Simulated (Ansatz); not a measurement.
# How many bands does the GW gap of Bi2Te2PbS2 (R-3m) need?

How do accuracy and time trade against each other in G0W0 on Bi2Te2PbS2 (R-3m)?

Calculated with Ansatz 0.2.0; G0W0 on PBE, plane waves, PAW.

## Step 1: Starting point

Symmetry: R-3m, No. 166, trigonal system. Conventional cell: a = 4.270 Å, b = 4.270 Å, c = 40.413 Å, α = 90.00°, β = 90.00°, γ = 120.00°. Bi has 3 S at 3.02 Å and 3 Te at 3.04 Å nearest. Nearest to Te lie 3 Bi at 3.04 Å. Nearest to Pb lie 6 S at 2.99 Å. S has 3 Pb at 2.99 Å and 3 Bi at 3.02 Å nearest. Farther neighbours and most contacts between anions are not listed.

Structure file:

```cif
data_structure
_symmetry_space_group_name_H-M 'P 1'
_symmetry_Int_Tables_number 1
_cell_length_a 13.6947
_cell_length_b 13.6947
_cell_length_c 13.6947
_cell_angle_alpha 17.938
_cell_angle_beta 17.938
_cell_angle_gamma 17.938
_cell_volume 212.72
loop_
_atom_site_label
_atom_site_type_symbol
_atom_site_fract_x
_atom_site_fract_y
_atom_site_fract_z
_atom_site_occupancy
Bi1 Bi 0.58139 0.58139 0.58139 1
Bi2 Bi 0.41861 0.41861 0.41861 1
Te3 Te 0.87066 0.87066 0.87066 1
Te4 Te 0.12934 0.12934 0.12934 1
Pb5 Pb 0.00000 0.00000 0.00000 1
S6 S 0.29134 0.29134 0.29134 1
S7 S 0.70866 0.70866 0.70866 1
```

The cell and positions come from the Crystallography Open Database and are kept as given unless a step says otherwise. Spin-orbit coupling is left out unless a step names it. The default PAW set here is soft_2. Its files were made with PBE.

## Step 2: 207 empty bands, screening to 57 eV

Now the one-shot GW correction: screening in the RPA, then the self-energy of the levels asked for.

Input file input.yaml:

```yaml
crystal:
  lattice:
    - [2.13505, 1.2326716922, 13.4709566667]
    - [-2.13505, 1.2326716922, 13.4709566667]
    - [0.0, -2.4653433845, 13.4709566667]
  atoms:
    - { symbol: Bi, position: [0.58139, 0.58139, 0.58139] }
    - { symbol: Bi, position: [0.41861, 0.41861, 0.41861] }
    - { symbol: Te, position: [0.87066, 0.87066, 0.87066] }
    - { symbol: Te, position: [0.12934, 0.12934, 0.12934] }
    - { symbol: Pb, position: [0.0, 0.0, 0.0] }
    - { symbol: S, position: [0.29134, 0.29134, 0.29134] }
    - { symbol: S, position: [0.70866, 0.70866, 0.70866] }
kpoints:
  mp_grid: { grid: [4, 4, 4] }
hamiltonian:
  xc: pbe
scf:
  occupations: { method: fixed }
gw:
  n_empty_bands: 207
  ecut_chi: 57
  qp_bands: [v2, c2]
  qp_kpoints: band_edges
  screening: { model: contour_deformation }
```

Launch:

```console
$ ansatz run input.yaml --threads 3 --pin off --max-ram 64512MiB --backend cuda --events-out ev --progress --plain --runs-dir out --devices 1 --max-vram 24GiB  # rebuilt from the run's record
```

Numbers of over 12 decimals in the logs are rounded to 6 here.

Output:

```text
GPUs: using 1 of 1 available (devices: 1).
Engine: ansatz 0.2.0, x86_64-unknown-linux-gnu
Pseudopotentials: kind: paw
Pseudopotential: Bi, paw, valence charge 15, recommended cutoff 420 eV (normal), Bi.paw.azcp
Pseudopotential: Te, paw, valence charge 16, recommended cutoff 420 eV (normal), Te.paw.azcp
Pseudopotential: Pb, paw, valence charge 14, recommended cutoff 420 eV (normal), Pb.paw.azcp
Pseudopotential: S, paw, valence charge 6, recommended cutoff 420 eV (normal), S.paw.azcp
Functional definition: PBE
  parameter kappa = 0.804
  parameter beta = 0.066725
  exchange = pbe_x(kappa = kappa, mu = beta*pi^2/3)
  correlation = pbe_c(beta = beta)
device memory: the entry about to start is reckoned to put 5.3 GiB on a device that reports 31.4 GiB free (of which the cap on the GPU budget leaves the run 24.0 GiB)
GPU FFT provider: cuFFT
GPU libraries: cuBLAS 13.8.2, cuFFT 12.4.0, cuSOLVER 12.3.4
Crystal: 7 atoms, lattice volume = 212.718 Å³
Basis set: ecut = 420 eV, 4143 PW (Γ)
Bands: 53, of which v1, the nominal top of the filled ones, is band 44 counted from 1 (43 counted from 0)
Symmetry: 12 space group operations
Space group: R-3m (ITA 166), of the structure as read, at distance tolerance 6.0e-5 Å
k-points: 13 of 64
Non-local potential: Bi, projectors of the file, l = 0: 2, l = 1: 2, l = 2: 2, l = 3: 2
Non-local potential: Te, projectors of the file, l = 0: 2, l = 1: 2, l = 2: 2, l = 3: 2
Non-local potential: Pb, projectors of the file, l = 0: 2, l = 1: 2, l = 2: 2, l = 3: 2
Non-local potential: S, projectors of the file, l = 0: 2, l = 1: 2, l = 2: 2
PAW form: soft (Blöchl's): semilocal exchange-correlation on the pseudo side does not see the compensation charge
PAW one-centre angular grid: Bi, 590 points (default); XC on 64 Gauss nodes
PAW one-centre angular grid: Te, 590 points (default); XC on 64 Gauss nodes
PAW one-centre angular grid: Pb, 590 points (default); XC on 64 Gauss nodes
PAW one-centre angular grid: S, 110 points (default); XC on 64 Gauss nodes
Initial density: superposition of atomic densities (neutral atoms: chi_scale 0, normalization atom), corrected by the library's trained network
Initial wavefunctions: pseudopotential atomic-orbital guess
GPU buffer pool allocated for 884736 grid points (all kernels)
GPU transforms: local potential and band sums: pruned to the plane-wave sphere, on 96×96×96
Functional: x = pbe(κ = 0.804, μ = 0.219515), c = pbe(β = 0.066725)
SCF iter   1: F=—  HF=-52466.098427 eV  |F-HF|=—  |Δ(HF+E_count)|=         —  Δρ=9.81e-4  dr2=2.97e-3  ethr=1.77e-3  ⟨swp⟩=5.0  Hψ=2333  notcnv=0  defer=76
preconditioner: auto → Resta (q_TF=auto, 2.355 Å⁻¹)  ε∞=3.7  [insulator: Δε(μ)=0.336 eV  Ē_g=10.652 eV  n_scr=52 (ndim 8)  ℏωp=17.6 eV  f_vac=0.012  ε∞_Penn≈3.7]
SCF iter   2: F=—  HF=-52466.095787 eV  |F-HF|=—  |Δ(HF+E_count)|=   2.64e-3  Δρ=5.20e-4  dr2=5.86e-4  ethr=3.38e-6  ⟨swp⟩=3.0  Hψ=1459  notcnv=0  defer=90
SCF iter   3: F=—  HF=-52466.096053 eV  |F-HF|=—  |Δ(HF+E_count)|=   2.65e-4  Δρ=2.80e-4  dr2=3.94e-4  ethr=6.66e-7  ⟨swp⟩=2.5  Hψ=1026  notcnv=0  defer=89
SCF iter   4: F=—  HF=-52466.096179 eV  |F-HF|=—  |Δ(HF+E_count)|=   1.27e-4  Δρ=1.28e-4  dr2=1.70e-4  ethr=4.48e-7  ⟨swp⟩=2.0  Hψ=789  notcnv=0  defer=69
SCF iter   5: F=—  HF=-52466.096193 eV  |F-HF|=—  |Δ(HF+E_count)|=   1.35e-5  Δρ=4.74e-5  dr2=9.29e-6  ethr=1.93e-7  ⟨swp⟩=1.6  Hψ=663  notcnv=0  defer=43
SCF iter   6: F=—  HF=-52466.096199 eV  |F-HF|=—  |Δ(HF+E_count)|=   5.85e-6  Δρ=1.15e-5  dr2=3.31e-7  ethr=1.06e-8  ⟨swp⟩=2.0  Hψ=887  notcnv=0  defer=40
SCF iter   7: F=-52466.096199 eV  HF=-52466.096199 eV  |F-HF|=6.40e-9  |Δ(HF+E_count)|=   4.93e-7  Δρ=3.46e-6  dr2=3.17e-8  ethr=1.14e-10  ⟨swp⟩=11.4  Hψ=3060  notcnv=0
SCF 1 converged in 7 iterations: F = -52466.096199 eV  dr2 = 3.17e-8
  greatest PAW one-centre occupation: 0.998 electrons in one spin orbital (limit 2), on the Te atom at site 3 (counted from 0), in its partial waves of l = 2
device memory: the entry about to start is reckoned to put 6.3 GiB (of the 6.4 GiB reckoned in all, the device holds 0.1 GiB already) on a device that reports 28.8 GiB free (of which the cap on the GPU budget leaves the run 23.9 GiB)
NSCF: frozen V_eff on 13 k-points
the band table was solved once the SCF had ended and its energy, with any forces and stress, was formed, with the checks that follow a solve (2798 applications of the Hamiltonian). They found nothing against the state; the energy, forces and stress were not computed again (output.eigenvalues in the input reference)
device memory: the entry about to start is reckoned to put 4.8 GiB on a device that reports 28.2 GiB free (of which the cap on the GPU budget leaves the run 24.0 GiB)
NSCF: frozen V_eff on 13 k-points
G₀W₀ screening: q 1/13
[... further progress lines ...]
device memory: the entry about to start is reckoned to put 1.6 GiB on a device that reports 31.3 GiB free (of which the cap on the GPU budget leaves the run 24.0 GiB)
NSCF: frozen V_eff on 1 k-points
device memory: the entry about to start is reckoned to put 1.6 GiB on a device that reports 31.3 GiB free (of which the cap on the GPU budget leaves the run 24.0 GiB)
NSCF: frozen V_eff on 1 k-points
device memory: the entry about to start is reckoned to put 1.6 GiB on a device that reports 31.3 GiB free (of which the cap on the GPU budget leaves the run 24.0 GiB)
NSCF: frozen V_eff on 1 k-points
SCF converged after 7 iterations
Free energy (F): -52466.096199 eV
Harris-Foulkes:  -52466.096199 eV  (|F-HF|=6.40e-9)
Internal energy: -52466.096199 eV  (E = F + TS)
E sigma→0 (E₀):  -52466.096199 eV
Fermi energy:    8.372773 eV
--- Per-component energies (eV) ---
  E_band       = -825.429584
  E_kinetic    = 1461.425070
  E_local      = -7288.913436  (includes V_loc(G=0)·N_el)
  E_nonlocal   = 909.752573
  E_hartree    = 3284.339110
  E_xc         = -967.043450
  E_vxc        = -804.534599  (∫ρ·V_xc dr)
  E_paw        = -42253.731375  (= ΣΔE_a)
  E_vpaw       = -1671.841830  (= ΣTr[D̂ρ^β])
  E_aug_tail   = -0.001191  (compensation charges beyond the density's cutoff)
  E_ewald      = -7611.923501
  E_smearing   = -0.000000  (= −TS)
  E_closure    = 0.000000  (closes the sum)
  Σ components = -52466.096199   (vs F -52466.096199, Δ=0.00e0)
--- Band table (eV; the first three rows and the last of 13) ---
  k-point 0: bands = [... 40 lower, 7.4981, 7.5014, 7.5014, 7.9400, 9.1862, 9.6653, 9.9658, 9.9658, ... 5 higher]
  k-point 1: bands = [... 40 lower, 7.0159, 7.2164, 7.5140, 7.8173, 9.6791, 10.0164, 10.3787, 10.9024, ... 5 higher]
  k-point 2: bands = [... 40 lower, 6.8253, 6.8974, 6.9635, 7.5587, 9.7100, 10.2135, 10.4193, 10.7101, ... 5 higher]
  k-point 12: bands = [... 40 lower, 7.3281, 7.5599, 7.5599, 8.3728, 8.7087, 9.7526, 9.7526, 9.9091, ... 5 higher]
--- G₀W₀: contour deformation, 8 samples at zero and on the imaginary axis and 1 off it, 64 q-points, 207 empty bands' worth ---
  eigenvalues of the whole cell's RPA ε∞ on this k-mesh (on a slab, of 1 + 4πα/V) = 20.1794, 20.1794, 30.4225; static W/v taken at q = 0 is 0.112008
  gw.qp_kpoints: band_edges: 9 of 13 stored k-points solved, in 1 pass; an edge of the gap read off the rows below is read off those points alone
    valence top: of the k-points left out ik 3 came nearest to being solved in a further pass, in band 44 (counted from 1, as in the quasiparticle table): it holds the edge there only if its correction is more favourable than any solved in that band by at least 0.645 eV; those differ by 0.070 eV
    conduction bottom: of the k-points left out ik 9 came nearest to being solved in a further pass, in band 45 (counted from 1, as in the quasiparticle table): it holds the edge there only if its correction is more favourable than any solved in that band by at least 0.829 eV; those differ by 0.158 eV
  `?` marks the rows in doubt; gw_qp.tsv's column doubts and the gw_qp event give each row's grounds
    ik  band        ε_KS         Σx   Σc(E_QP)       V_xc       Z   E_QP_lin       E_QP  E_QP is
     0    43      7.5014   -15.5850     1.5484   -13.9552  0.7552     7.4200     7.4200  root
     0    44      7.9400   -14.0479     0.5624   -13.4987  0.7596     7.9532     7.9532  root
     0    45      9.1862   -10.1383    -2.6114   -12.9959  0.7611     9.4318     9.4323  root
     0    46      9.6653   -10.0577    -2.9455   -13.4082  0.8238    10.0284    10.0703  root ?
     1    43      7.5140   -15.6078     1.3866   -14.2128  0.7518     7.5057     7.5057  root
     1    44      7.8173   -15.6903     1.1865   -14.5399  0.7530     7.8534     7.8535  root
     1    45      9.6791   -10.1060    -2.7742   -13.2711  0.7707    10.0042    10.0701  root ?
     1    46     10.0164    -9.7123    -2.9453   -13.0491  0.7677    10.3390    10.4079  root ?
     2    43      6.9635   -14.7838     1.3973   -13.3100  0.7886     6.8905     6.8870  root
     2    44      7.5587   -15.9895     1.2851   -14.7402  0.7610     7.5944     7.5944  root
     2    45      9.7100    -9.1983    -2.9069   -12.3600  0.7784     9.9632     9.9647  root
     2    46     10.2135    -9.0762    -2.9958   -12.4625  0.8272    10.5438    10.6041  root ?
     6    43      7.2087   -16.3840     1.9470   -14.3639  0.7459     7.1357     7.1356  root
     6    44      7.8135   -15.7605     1.0919   -14.7022  0.7672     7.8473     7.8472  root
     6    45      9.2742    -9.1637    -2.7629   -12.1884  0.7941     9.5320     9.5360  root
     6    46     10.2372    -9.3702    -3.0140   -12.7929  0.7788    10.5973    10.6460  root ?
     7    43      7.5344   -15.7061     1.5717   -14.0545  0.7556     7.4546     7.4545  root
     7    44      8.1369   -14.2180     0.3112   -13.9677  0.7681     8.1978     8.1979  root
     7    45      8.9639   -10.3336    -2.3301   -12.9028  0.7789     9.2017     9.2030  root
     7    46      9.8094    -9.8726    -3.0418   -13.3114  0.7839    10.1485    10.2064  root ?
     8    43      7.3561   -16.1591     1.8075   -14.2833  0.7491     7.2878     7.2878  root
     8    44      8.0476   -16.0044     1.1117   -14.9523  0.7661     8.1073     8.1071  root
     8    45      9.4241    -9.5517    -2.7512   -12.6826  0.7882     9.7257     9.8040  root ?
     8    46     10.2837    -9.7426    -3.0515   -13.2147  0.7746    10.6720    10.7044  root ?
    10    43      7.3536   -16.2296     1.8343   -14.3320  0.7484     7.2904     7.2904  root
    10    44      7.9143   -16.0444     1.1906   -14.9115  0.7594     7.9721     7.9720  root
    10    45      9.5198    -9.3793    -2.8892   -12.5574  0.7841     9.8072     9.8087  root ?
    10    46     10.3829   -10.2031    -3.1237   -13.7415  0.7500    10.7427    10.7976  root ?
    11    43      7.6784   -16.3918     1.5517   -14.8542  0.7568     7.6925     7.6925  root
    11    44      7.7400   -16.4378     1.4274   -15.0501  0.7616     7.7798     7.7797  root
    11    45      9.9052    -9.0563    -3.0279   -12.3828  0.7867    10.2017    10.2038  root ?
    11    46     10.1540    -9.4860    -3.0237   -12.9216  0.7832    10.5203    10.5659  root ?
    12    43      7.5599   -15.7774     1.5807   -14.1180  0.7562     7.4811     7.4811  root
    12    44      8.3728   -15.1568     0.4191   -14.8212  0.7758     8.4566     8.4563  root
    12    45      8.7087    -9.4929    -2.4262   -12.1520  0.7967     8.9381     8.9415  root
    12    46      9.7526    -9.5522    -2.8940   -12.8445  0.7790    10.0948    10.1508  root ?
```

Wall time 50 s (1 × NVIDIA H100 80GB HBM3 (shared by 3 runs) with 3 threads of AMD EPYC 7R13 (Zen 3), shared host); peak memory 1.7 GiB.

In the SCF lines HF is the Harris–Foulkes energy and dr2 the Hartree energy of the density residual, in eV; the loop may stop once dr2 is under the threshold and the program's other checks hold. Hψ counts applications of the Hamiltonian.

This step gave:

* bands summed: 251
* RPA ε∞ on this mesh (eigenvalues): 20.18, 20.18, 30.42
* plane waves in the screening matrix: 221
* q-points in the mesh: 64
* G0W0 gap on the mesh: 0.4852 eV
* k of the valence top: -0.5, -0.5, -0.5
* k of the conduction bottom: -0.5, -0.5, -0.5
* starting gap on the mesh: 0.3359 eV
* Z at the valence top: 0.7758
* Z at the conduction bottom: 0.7967
* least direct G0W0 gap on the computed points: 0.4852 eV

The gap on the mesh goes from 0.34 eV to 0.49 eV, a correction of +0.15 eV. Between the two edge states, bare exchange in place of the xc potential would open the gap by 2.99 eV, and correlation takes back 2.85 eV.

## Step 3: 587 empty bands, screening to 114 eV

Another rung: the empty bands reach about as high as the screening cutoff, so the two stay in balance.

input.yaml: that of step 2 with these lines changed.

```diff
@@ -20,4 +20,4 @@
 gw:
-  n_empty_bands: 207
-  ecut_chi: 57
+  n_empty_bands: 587
+  ecut_chi: 114
   qp_bands: [v2, c2]
```

Output:

```text
GPUs: using 1 of 1 available (devices: 1).
[...]
GPU FFT provider: cuFFT
GPU libraries: cuBLAS 13.8.2, cuFFT 12.4.0, cuSOLVER 12.3.4
Crystal: 7 atoms, lattice volume = 212.718 Å³
Basis set: ecut = 420 eV, 4143 PW (Γ)
Bands: 53, of which v1, the nominal top of the filled ones, is band 44 counted from 1 (43 counted from 0)
Symmetry: 12 space group operations
[...]
k-points: 13 of 64
[...]
GPU buffer pool allocated for 884736 grid points (all kernels)
[...]
SCF iter   1: F=—  HF=-52466.098427 eV  |F-HF|=—  |Δ(HF+E_count)|=         —  Δρ=9.81e-4  dr2=2.97e-3  ethr=1.77e-3  ⟨swp⟩=5.0  Hψ=2333  notcnv=0  defer=76
[...]
SCF iter   7: F=-52466.096199 eV  HF=-52466.096199 eV  |F-HF|=6.40e-9  |Δ(HF+E_count)|=   4.93e-7  Δρ=3.46e-6  dr2=3.17e-8  ethr=1.14e-10  ⟨swp⟩=11.4  Hψ=3060  notcnv=0
SCF 1 converged in 7 iterations: F = -52466.096199 eV  dr2 = 3.17e-8
[...]
NSCF: frozen V_eff on 13 k-points
[...]
G₀W₀ screening: q 1/13
[... further progress lines ...]
[...]
SCF converged after 7 iterations
Free energy (F): -52466.096199 eV
[...]
Internal energy: -52466.096199 eV  (E = F + TS)
E sigma→0 (E₀):  -52466.096199 eV
Fermi energy:    8.372773 eV
[...]
--- Band table (eV; the first three rows and the last of 13) ---
  k-point 0: bands = [... 40 lower, 7.4981, 7.5014, 7.5014, 7.9400, 9.1862, 9.6653, 9.9658, 9.9658, ... 5 higher]
  k-point 1: bands = [... 40 lower, 7.0159, 7.2164, 7.5140, 7.8173, 9.6791, 10.0164, 10.3787, 10.9024, ... 5 higher]
  k-point 2: bands = [... 40 lower, 6.8253, 6.8974, 6.9635, 7.5587, 9.7100, 10.2135, 10.4193, 10.7101, ... 5 higher]
  k-point 12: bands = [... 40 lower, 7.3281, 7.5599, 7.5599, 8.3728, 8.7087, 9.7526, 9.7526, 9.9091, ... 5 higher]
[...]
0    43      7.5014   -15.5850     1.1911   -13.9552  0.7523     7.0565     7.0626  root
     0    44      7.9400   -14.0479     0.2302   -13.4987  0.7561     7.6156     7.6210  root ?
     0    45      9.1862   -10.1383    -2.9381   -12.9959  0.7568     9.1063     9.1056  root
     0    46      9.6653   -10.0577    -3.3506   -13.4082  0.8096     9.6652     9.6652  root
     1    43      7.5140   -15.6078     1.0015   -14.2128  0.7472     7.1567     7.1205  root ?
     1    44      7.8173   -15.6903     0.8303   -14.5399  0.7477     7.4930     7.4972  root ?
     1    45      9.6791   -10.1060    -3.1748   -13.2711  0.7679     9.6694     9.6695  root
     1    46     10.0164    -9.7123    -3.3410   -13.0491  0.7654    10.0121    10.0121  root
     2    43      6.9635   -14.7838     1.0531   -13.3100  0.7724     6.5603     6.5427  root
     2    44      7.5587   -15.9895     0.9287   -14.7402  0.7564     7.2330     7.2379  root
     2    45      9.7100    -9.1983    -3.2150   -12.3600  0.7756     9.6567     9.6567  root
[...]
6    44      7.8135   -15.7605     0.6741   -14.7022  0.7628     7.4771     7.4294  root ?
[...]
7    44      8.1369   -14.2180    -0.0498   -13.9677  0.7640     7.8410     7.8369  root ?
[...]
8    44      8.0476   -16.0044     0.7311   -14.9523  0.7615     7.7225     7.7265  root ?
[...]
11    43      7.6784   -16.3918     1.1449   -14.8542  0.7521     7.3223     7.2857  root ?
[...]
11    46     10.1540    -9.4860    -3.4060   -12.9216  0.7808    10.1835    10.1836  root
    12    43      7.5599   -15.7774     1.2193   -14.1180  0.7529     7.1141     7.1198  root
    12    44      8.3728   -15.1568     0.0206   -14.8212  0.7718     8.0595     8.0578  root ?
    12    45      8.7087    -9.4929    -2.7260   -12.1520  0.7944     8.6416     8.6418  root
    12    46      9.7526    -9.5522    -3.2821   -12.8445  0.7763     9.7627     9.7627  root
```

Wall time 75 s (1 × NVIDIA H100 80GB HBM3 (shared by 3 runs) with 3 threads); peak memory 2.8 GiB.

Numbers from this step:

```
bands summed                                 : 631
RPA ε∞ on this mesh (eigenvalues)            : 20.11, 20.11, 30.38
plane waves in the screening matrix          : 599
q-points in the mesh                         : 64
G0W0 gap on the mesh                         : 0.5840 eV
k of the valence top                         : -0.5, -0.5, -0.5
k of the conduction bottom                   : -0.5, -0.5, -0.5
starting gap on the mesh                     : 0.3359 eV
Z at the valence top                         : 0.7718
Z at the conduction bottom                   : 0.7944
least direct G0W0 gap on the computed points : 0.5840 eV
```

Against the run with 4×4×4 mesh, 207 empty bands, screening to 57 eV, the gap moves by +0.10 eV.

(Part 1 of 2 ends here.)

[Paths, hosts, dates, memory and timing lines, banners, echoed tables and standing remarks are left out of the program output.]

[Logs are printed without paths, hosts, clocks, repeated set-up lines and the standing remarks that a program may print on its own settings, such as how far it seeks lower states.]

[Runs of the session that timed out or met a known fault of the program may be left out.]

[Cells called generated may have been cut or substituted from an entry of the Crystallography Open Database or the Materials Project.]

[Hosts, paths, dates, database ids (printed as entryN), source tags and the programs' standing remarks are cut or masked in the printed files.]
